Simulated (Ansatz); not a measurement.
# Cu wire along [111], 7 atoms a period: bands by functional and under strain, part 3 of 3

Aim: is the Cu wire along [111], 7 atoms a period a metal or a semiconductor?

Ansatz 0.2.0; DFT PBE, plane waves, PAW; relaxation of a wire's period (the session's first sound run).

So far, conductance of the lead as this run defines it (G₀): step 3 (the perfect wire) 2.98.

## (7) Strain along the wire, period over the relaxed period 0.94, k-mesh 1×1×12

This step: DFT PBE, plane waves, PAW; relaxation at a fixed period (Ansatz 0.2.0).

The period is set to 0.94 times the relaxed one and the atoms relax within it: strain changes bond lengths and angles, which shifts the bands against each other. Against the first PBE run of this kind, the mesh along the wire has 12 points against 15.

The cell differs from the one that the last finished run ended in (c 5.649 → 5.310 Å).

The input, input.yaml:

```yaml
crystal:
  lattice:
    - [9.367, 0.0, 0.0]
    - [0.0, 9.764, 0.0]
    - [0.0, 0.0, 5.3102767117]
  atoms:
    - { symbol: Cu, position: [0.499989197, 0.5, 0.0] }
    - { symbol: Cu, position: [0.365840486, 0.425386987, 0.33186346] }
    - { symbol: Cu, position: [0.499989197, 0.648843755, 0.331349755] }
    - { symbol: Cu, position: [0.634137908, 0.425386987, 0.33186346] }
    - { symbol: Cu, position: [0.365840486, 0.574613013, 0.66813654] }
    - { symbol: Cu, position: [0.499989197, 0.351156245, 0.668650245] }
    - { symbol: Cu, position: [0.634137908, 0.574613013, 0.66813654] }
kpoints:
  mp_grid: { grid: [1, 1, 12] }
  band_path: { path: ["Γ", Z], npoints: 50 }
scf:
  occupations: { method: fermi_dirac, width: 0.05 }
hamiltonian:
  xc: pbe
relax:
  max_steps: 40
  f_tol: 0.02
output:
  stress: true
```

Run with:

```console
> ansatz run input.yaml --threads 8 --pin off --max-ram 16384MiB --backend cpu --events-out ev --progress --plain --runs-dir out
```

Numbers of over 12 decimals in the logs are rounded to 6 here.

The program printed:

```text
Warning: output.stress: scf.convergence.dr2_threshold = 1e-7 eV (the SCF's general default) is looser than the 7e-10 eV advised for a printed stress (1e-10 eV for each atom of the cell: 7). What an SCF threshold leaves in a stress goes as its square root, and in the free energy as the threshold itself, and one threshold admits the most on a small cell: [figures from the program's tests cut] Every solve of this run an [...]
[...]
Crystal: 7 atoms, lattice volume = 485.675 Å³
Basis set: ecut = 420 eV, 9479 PW (Γ), exchange–correlation on 128×144×72 points (8 copies of the dense FFT grid, shifted against one another)
Bands: 80, of which v1, the nominal top of the filled ones, is band 67 counted from 1 (66 counted from 0)
Symmetry: 4 space group operations
[...]
k-points: 7 of 12
[...]
SCF iter   1: F=—  HF=-46367.290401 eV  |F-HF|=—  |Δ(HF+E_count)|=         —  Δρ=3.50e-3  dr2=1.56e-1  ethr=1.77e-3  ⟨swp⟩=8.7  Hψ=2452  notcnv=0  defer=5
[...]
SCF iter   7: F=-46367.276387 eV  HF=-46367.276381 eV  |F-HF|=5.94e-6  |Δ(HF+E_count)|=   2.95e-5  Δρ=3.98e-5  dr2=6.49e-6  ethr=7.52e-9  ⟨swp⟩=4.6  Hψ=1797  notcnv=0
SCF 1 converged in 7 iterations: F = -46367.276387 eV  dr2 = 6.49e-6
[...]
relax step   1: F+E_penalty+E_count = -46367.27638718 eV  Δ(F+E_penalty+E_count) = +0.000e0 eV  max|allowed force component| = 6.702e-1 eV/Å  Δτ_max = 0.0000 Å  (7 SCF iters, dr2 threshold 1.00e-5 eV, accepted)
[...]
SCF iter   5: F=-46367.356950 eV  HF=-46367.356959 eV  |F-HF|=9.29e-6  |Δ(HF+E_count)|=   9.10e-5  Δρ=4.62e-5  dr2=9.14e-6  ethr=2.11e-8  ⟨swp⟩=3.1  Hψ=2327  notcnv=0
SCF 2 converged in 5 iterations: F = -46367.356950 eV  dr2 = 9.14e-6
relax step   2: F+E_penalty+E_count = -46367.35695010 eV  Δ(F+E_penalty+E_count) = -8.056e-2 eV  max|allowed force component| = 4.076e-1 eV/Å  Δτ_max = 0.0231 Å  (5 SCF iters, dr2 threshold 2.81e-5 eV, accepted)
SCF iter   1: F=—  HF=-46367.418016 eV  |F-HF|=—  |Δ(HF+E_count)|=         —  Δρ=3.30e-3  dr2=2.94e-2  ethr=2.25e-4  ⟨swp⟩=4.1  Hψ=1260  notcnv=0  defer=49
[...]
SCF iter   6: F=-46367.410359 eV  HF=-46367.410363 eV  |F-HF|=4.66e-6  |Δ(HF+E_count)|=   2.66e-6  Δρ=3.60e-5  dr2=5.60e-6  ethr=7.81e-9  ⟨swp⟩=5.0  Hψ=1959  notcnv=0
SCF 3 converged in 6 iterations: F = -46367.410359 eV  dr2 = 5.60e-6
relax step   3: F+E_penalty+E_count = -46367.41035881 eV  Δ(F+E_penalty+E_count) = -5.341e-2 eV  max|allowed force component| = 4.475e-2 eV/Å  Δτ_max = 0.0383 Å  (6 SCF iters, dr2 threshold 1.04e-5 eV, accepted)
SCF iter   1: F=—  HF=-46367.411105 eV  |F-HF|=—  |Δ(HF+E_count)|=         —  Δρ=4.65e-4  dr2=5.92e-4  ethr=4.04e-6  ⟨swp⟩=2.4  Hψ=1021  notcnv=0  defer=49
[...]
SCF iter   6: F=-46367.411104 eV  HF=-46367.411104 eV  |F-HF|=1.12e-8  |Δ(HF+E_count)|=   1.52e-7  Δρ=3.28e-6  dr2=6.40e-8  ethr=7.52e-11  ⟨swp⟩=4.6  Hψ=1930  notcnv=0
SCF 4 converged in 6 iterations: F = -46367.411104 eV  dr2 = 6.40e-8
relax step   4: F+E_penalty+E_count = -46367.41110414 eV  Δ(F+E_penalty+E_count) = -7.453e-4 eV  max|allowed force component| = 1.997e-3 eV/Å  Δτ_max = 0.0054 Å  (6 SCF iters, accepted)
[...]
the band table was solved once a step of the walk had ended and its energy, with any forces and stress, was formed, with the checks that follow a solve (2722 applications of the Hamiltonian). They found nothing against the state; the energy, forces and stress were not computed again (output.eigenvalues in the input reference)
[...]
SCF converged after 6 iterations
Free energy (F): -46367.411104 eV
[...]
Internal energy: -46367.383802 eV  (E = F + TS)
E sigma→0 (E₀):  -46367.397453 eV
Entropy (-TS):   -0.027302 eV (-3.900 meV/atom)
Fermi energy:    -0.892735 eV
[...]
--- Forces (eV/Å), atoms counted from 1 ---
  atom   1  Cu     0.00000000     0.00000000     0.00000000
  atom   2  Cu    -0.00021205    -0.00134920    -0.00034256
  atom   3  Cu    -0.00000000     0.00199731    -0.00155521
  atom   4  Cu     0.00021205    -0.00134920    -0.00034256
  atom   5  Cu    -0.00021205     0.00134920     0.00034256
  atom   6  Cu     0.00000000    -0.00199731     0.00155521
  atom   7  Cu     0.00021205     0.00134920     0.00034256
  max |Σ_I F_I| component: 0.00e0 eV/Å
--- Stress (GPa, compression-positive) ---
        0.132049       0.000000       0.000000
        0.000000       0.085288       0.003850
        0.000000       0.003850       0.886371
  P = ⅓ Tr σ = 0.3679 GPa (3.679 kbar)
--- Band table (eV; the first three rows and the last of 7) ---
  k-point 0: bands = [... 63 lower, -1.8279, -1.5452, -1.5306, 0.0429, 0.2391, 0.9748, 1.0707, 1.1874, ... 9 higher]
  k-point 1: bands = [... 63 lower, -1.8330, -1.5279, -1.5133, -0.5078, 0.7201, 1.0039, 1.2123, 1.2780, ... 9 higher]
  k-point 2: bands = [... 63 lower, -1.8468, -1.4725, -1.4579, -1.0341, 0.9510, 1.0800, 1.2755, 1.8764, ... 9 higher]
  k-point 6: bands = [... 63 lower, -1.8197, -1.7713, -0.7693, -0.7545, -0.2502, -0.2315, 1.5751, 1.6605, ... 9 higher]
--- Relaxed structure (4 steps of the walk, 4 accepted, 0 SCFs on fresh bases) ---
  F+E_penalty+E_count = -46367.41110414 eV   max|allowed force component| = 1.997e-3 eV/Å
  atoms:
    - { symbol: Cu, position: [0.499989197, 0.5, 1.0791872482054661e-19] }
    - { symbol: Cu, position: [0.360020, 0.422089, 0.329255] }
    - { symbol: Cu, position: [0.499989197, 0.655501, 0.328500] }
    - { symbol: Cu, position: [0.639958, 0.422089, 0.329255] }
    - { symbol: Cu, position: [0.360020, 0.577911, 0.670745] }
    - { symbol: Cu, position: [0.499989197, 0.344499, 0.671500] }
    - { symbol: Cu, position: [0.639958, 0.577911, 0.670745] }
```

The job ended after 14 s (8 threads of Arm Neoverse V2, shared host; peak memory 2 GiB; 1.7 min of CPU time).

Relaxation path:

| step | energy less that of the first step (eV) | largest force component (eV/Å) |
| --- | --- | --- |
| 1 | 0.0000 | 0.6702 |
| 2 | -0.0806 | 0.4076 |
| 3 | -0.1340 | 0.0447 |
| 4 | -0.1347 | 0.0020 |

Forces are held to the 4 operations that the run works with; a distortion that breaks them can't arise in this run.

The atoms that moved most (Å):

```
atom      dx      dy      dz  length
 Cu6   0.000  -0.065   0.015   0.067
 Cu3   0.000   0.065  -0.015   0.067
 Cu4   0.055  -0.032  -0.014   0.065
 Cu2  -0.055  -0.032  -0.014   0.065
 Cu7   0.055   0.032   0.014   0.065
 Cu5  -0.055   0.032   0.014   0.065
```

The relaxed structure:

```xyz
7
Lattice="9.3670 0.0000 0.0000 0.0000 9.7640 0.0000 0.0000 0.0000 5.3103" Properties=species:S:1:pos:R:3
Cu    4.6834    4.8820    0.0000
Cu    3.3723    4.1213    1.7484
Cu    4.6834    6.4003    1.7444
Cu    5.9945    4.1213    1.7484
Cu    3.3723    5.6427    3.5618
Cu    4.6834    3.3637    3.5659
Cu    5.9945    5.6427    3.5618
```

This step gave:

- energy at zero smearing: -46367.3975 eV

The electronic bands at the labelled points (eV, zero at the Fermi level):

```csv
point,band 64,band 65,band 66,band 67,band 68,band 69,band 70,band 71
Γ,-0.94,-0.65,-0.64,0.94,1.13,1.87,1.96,2.08
halfway,-0.97,-0.52,-0.47,-0.46,1.95,2.01,2.01,2.24
Z,-0.93,-0.88,0.12,0.14,0.64,0.66,2.47,2.55
```

Bands cross the Fermi level, as under PBE at the relaxed period.

## (8) At a strained period, period over the relaxed period 1.1, k-mesh 1×1×10

The period is set to 1.1 times the relaxed one and the atoms relax within it: strain changes bond lengths and angles, which shifts the bands against each other. Against the first PBE run of this kind, the mesh along the wire has 10 points against 15.

The cell differs from the one that the last finished run ended in (c 5.310 → 6.214 Å).

input.yaml, as its differences from that of step 7:

```diff
@@ -4,3 +4,3 @@
     - [0.0, 9.764, 0.0]
-    - [0.0, 0.0, 5.3102767117]
+    - [0.0, 0.0, 6.2141535988]
   atoms:
@@ -14,3 +14,3 @@
 kpoints:
-  mp_grid: { grid: [1, 1, 12] }
+  mp_grid: { grid: [1, 1, 10] }
   band_path: { path: ["Γ", Z], npoints: 50 }
```

The program printed:

```text
[...]
Crystal: 7 atoms, lattice volume = 568.343 Å³
Basis set: ecut = 420 eV, 11115 PW (Γ), exchange–correlation on 128×144×90 points (8 copies of the dense FFT grid, shifted against one another)
Bands: 80, of which v1, the nominal top of the filled ones, is band 67 counted from 1 (66 counted from 0)
Symmetry: 4 space group operations
[...]
atoms:
    - { symbol: Cu, position: [0.499989, 0.5, 0] }
    - { symbol: Cu, position: [0.371249, 0.428403, 0.336860] }
    - { symbol: Cu, position: [0.499989, 0.642711, 0.336409] }
    - { symbol: Cu, position: [0.628729, 0.428403, 0.336860] }
    - { symbol: Cu, position: [0.371249, 0.571597, 0.663140] }
    - { symbol: Cu, position: [0.499989, 0.357289, 0.663591] }
    - { symbol: Cu, position: [0.628729, 0.571597, 0.663140] }
[key lines of the parts left out:]
SCF converged after 7 iterations
Free energy (F): -46367.282324 eV
Fermi energy:    -1.463135 eV
P = ⅓ Tr σ = -0.4398 GPa (-4.398 kbar)
```

Elapsed: 16 s, on 8 threads; peak memory 2.3 GiB.

The steps of the relaxation:

```csv
step,energy less that of the first step (eV),largest force component (eV/Å)
1,0.0000,0.6646
2,-0.1206,0.3629
3,-0.1612,0.0622
4,-0.1621,0.0135
```

Forces are held to the 4 operations that the run works with; a distortion that breaks them can't arise in this run.

The atoms that moved most (Å):

```
atom      dx      dy      dz  length
 Cu6   0.000   0.060  -0.031   0.068
 Cu3   0.000  -0.060   0.031   0.068
 Cu4  -0.051   0.029   0.031   0.066
 Cu2   0.051   0.029   0.031   0.066
 Cu7  -0.051  -0.029  -0.031   0.066
 Cu5   0.051  -0.029  -0.031   0.066
```

Final coordinates:

```xyz
7
Lattice="9.3670 0.0000 0.0000 0.0000 9.7640 0.0000 0.0000 0.0000 6.2142" Properties=species:S:1:pos:R:3
Cu    4.6834    4.8820    0.0000
Cu    3.4775    4.1829    2.0933
Cu    4.6834    6.2754    2.0905
Cu    5.8893    4.1829    2.0933
Cu    3.4775    5.5811    4.1209
Cu    4.6834    3.4886    4.1237
Cu    5.8893    5.5811    4.1209
```

Numbers from this step:

```yaml
energy_at_zero_smearing: -46367.2572 eV
```

Electronic bands along the path, in eV, zero at the Fermi level:

```
  point  band 64  band 65  band 66  band 67  band 68  band 69  band 70  band 71
      Γ    -0.88    -0.32    -0.31    -0.09     0.35     2.19     2.32     2.52
halfway    -0.89    -0.86    -0.19    -0.18     1.85     1.90     1.92     2.47
      Z    -0.86    -0.86     0.12     0.13     1.07     1.08     2.46     2.77
```

Bands cross the Fermi level, as under PBE at the relaxed period.

## (9) The same system on other settings

This step: DFT LDA, plane waves, PAW; bands of a perfect wire at the PBE geometry; changed: scf.occupations.width = null, scf.occupations.method = "tetrahedron_uncorrected", hamiltonian.hubbard = {"sites": [{"species": "Cu", "l": "d", "u_eff": 3.0}], "double_counting": "amf"} (Ansatz 0.2.0).

The atoms of the band run (LDA) are kept and the input is varied, to see whether the result depends on it.

input.yaml, as its differences from that of step 8:

```diff
@@ -4,3 +4,3 @@
     - [0.0, 9.764, 0.0]
-    - [0.0, 0.0, 6.2141535988]
+    - [0.0, 0.0, 5.6492305444]
   atoms:
@@ -14,12 +14,8 @@
 kpoints:
-  mp_grid: { grid: [1, 1, 10] }
+  mp_grid: { grid: [1, 1, 11] }
   band_path: { path: ["Γ", Z], npoints: 50 }
 scf:
-  occupations: { method: fermi_dirac, width: 0.05 }
+  occupations: { method: tetrahedron_uncorrected }
 hamiltonian:
-  xc: pbe
-relax:
-  max_steps: 40
-  f_tol: 0.02
-output:
-  stress: true
+  xc: lda
+  hubbard: { sites: [{ species: Cu, l: d, u_eff: 3.0 }], double_counting: amf }
```

The program printed:

```text
Cu: projections on atomic orbitals take those of the free atom [Ne] 3s2 3p6 3d10 4s1, of charge +0.00 (hamiltonian.pseudopotentials.projection_atoms); the dataset's partial waves leave at most 2.0e-6 of an orbital's norm unspanned inside its sphere
[...]
Crystal: 7 atoms, lattice volume = 516.675 Å³
Basis set: ecut = 420 eV, 10133 PW (Γ)
Bands: 80, of which v1, the nominal top of the filled ones, is band 67 counted from 1 (66 counted from 0)
Symmetry: 4 space group operations
[...]
k-points: 6 of 11
[...]
SCF iter   1: F=—  HF=-45883.137781 eV  |F-HF|=—  |Δ(HF+E_count)|=         —  Δρ=8.35e-2  dr2=2.33e1  ethr=3.10e-3  ⟨swp⟩=7.3  Hψ=2071  notcnv=0  defer=7
[...]
SCF iter  13: F=-45878.571129 eV  HF=-45878.571129 eV  |F-HF|=4.29e-10  |Δ(HF+E_count)|=   6.25e-8  Δρ=5.57e-7  dr2=1.12e-9  ethr=7.52e-11  ⟨swp⟩=1.0  Hψ=1228  notcnv=0
SCF 1 converged in 13 iterations: F = -45878.571129 eV  dr2 = 1.12e-9
[...]
SCF converged after 13 iterations
Free energy (F): -45878.571129 eV
[...]
Internal energy: -45878.571129 eV  (E = F + TS)
E sigma→0 (E₀):  -45878.571129 eV
Fermi energy:    -1.497447 eV
[...]
DFT+U double counting: amf (around mean field; hamiltonian.hubbard.double_counting)
--- Band table (eV; the first three rows and the last of 6) ---
  k-point 0: bands = [... 63 lower, -2.4593, -2.0094, -1.9976, -1.0773, -0.7169, 0.6459, 0.6780, 0.8356, ... 9 higher]
  k-point 1: bands = [... 63 lower, -2.4627, -1.9902, -1.9784, -1.5219, -0.1776, 0.6756, 0.7315, 0.8505, ... 9 higher]
  k-point 2: bands = [... 63 lower, -2.4715, -1.9591, -1.9285, -1.9166, 0.4194, 0.6937, 0.8072, 1.0324, ... 9 higher]
  k-point 5: bands = [... 63 lower, -2.4133, -2.4114, -1.4193, -1.4074, -0.6177, -0.6028, 1.0374, 1.1994, ... 9 higher]
Occupation matrices written to <dir>
```

The job ended after 11 s (8 threads; peak memory 2.7 GiB; 83 s of CPU time).

It took 11 s against 10 s for the run it varies.

## (10) Results

| Item | Value |
| --- | --- |
| cell length, PBE | 5.649 Å |
| conductance, PBE | 2.98 G₀ |
| gap, period scaled by 0.94 | none |
| gap, period scaled by 1.1 | none |

In words: Under PBE the cell's length is 5.65 Å, and it is a metal with 3 channels a spin next to the Fermi level, 2.98 G₀ at 300 K. A perfect wire passes every open channel, so the conductance counts half a G₀ for each forward-moving state at the Fermi level, spin by spin. Transport is coherent and elastic here: the atoms are frozen, so scattering by vibrations plays no part.

[Logs are printed without paths, hosts, clocks, repeated set-up lines and the standing remarks that a program may print on its own settings, such as how far it seeks lower states.]

[Hosts, paths, dates, database ids (printed as entryN), source tags and the programs' standing remarks are cut or masked in the printed files.]
